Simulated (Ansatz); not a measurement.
Consider Ga2S3 (Imm2).

Symmetry: Imm2, No. 44, orthorhombic system. The conventional cell has a = 3.673 Å, b = 11.141 Å, c = 5.346 Å, α = 90.00°, β = 90.00°, γ = 90.00°. Ga has 4 S at 2.20 to 2.32 Å nearest. Nearest to S lie 3 Ga at 2.32 Å. Nearest to S lie 2 Ga at 2.20 Å. Farther neighbours and most contacts between anions are not listed.

```
Ga S
1.0
    -1.83634    5.57062    2.67305
     1.83634   -5.57062    2.67305
     1.83634    5.57062   -2.67305
Ga S
2 3
Direct
  0.16642 0.00737 0.15906
  0.84831 0.00737 0.84094
  0.90748 0.24172 0.66575
  0.57597 0.24172 0.33425
  0.25182 0.25182 0.00000
```

The cell and positions are those that the Materials Project relaxed with its own functionals (PBE, PBE+U or r2SCAN), kept fixed.

Gaps computed with Ansatz 0.2.0 without a self-energy: LDA 1.25 eV, r2SCAN 1.96 eV and HSE06 2.60 eV. The mean ε∞ by LDA perturbation theory is 6.25.

Question: Estimate the G0W0@LDA gap with 6×6×6 mesh, 866 empty bands, screening to 230 eV, PAW set soft_1 files.

About 2.64 eV: on its mesh the run moves the gap from 1.25 eV by +1.39 eV. Among the scalar-relativistic levels given, HSE06 is nearest (−0.04 eV). One-shot corrections scale roughly with one over ε∞, here 0.16. Bands and cutoff are finite, so the gap is not at the basis limit. The miss can reach some tenths of an eV and take either sign; the mesh is an error of its own. The many-body steps are scalar-relativistic: spin-orbit coupling is not in them.

[Paths, hosts, dates, memory and timing lines, banners, echoed tables and standing remarks are left out of the program output.]

[Logs are printed without paths, hosts, clocks, repeated set-up lines and the standing remarks that a program may print on its own settings, such as how far it seeks lower states.]

[Runs of the session that timed out or met a known fault of the program may be left out.]

[Cells called generated may have been cut or substituted from an entry of the Crystallography Open Database or the Materials Project.]

[Hosts, paths, dates, database ids (printed as entryN), source tags and the programs' standing remarks are cut or masked in the printed files.]
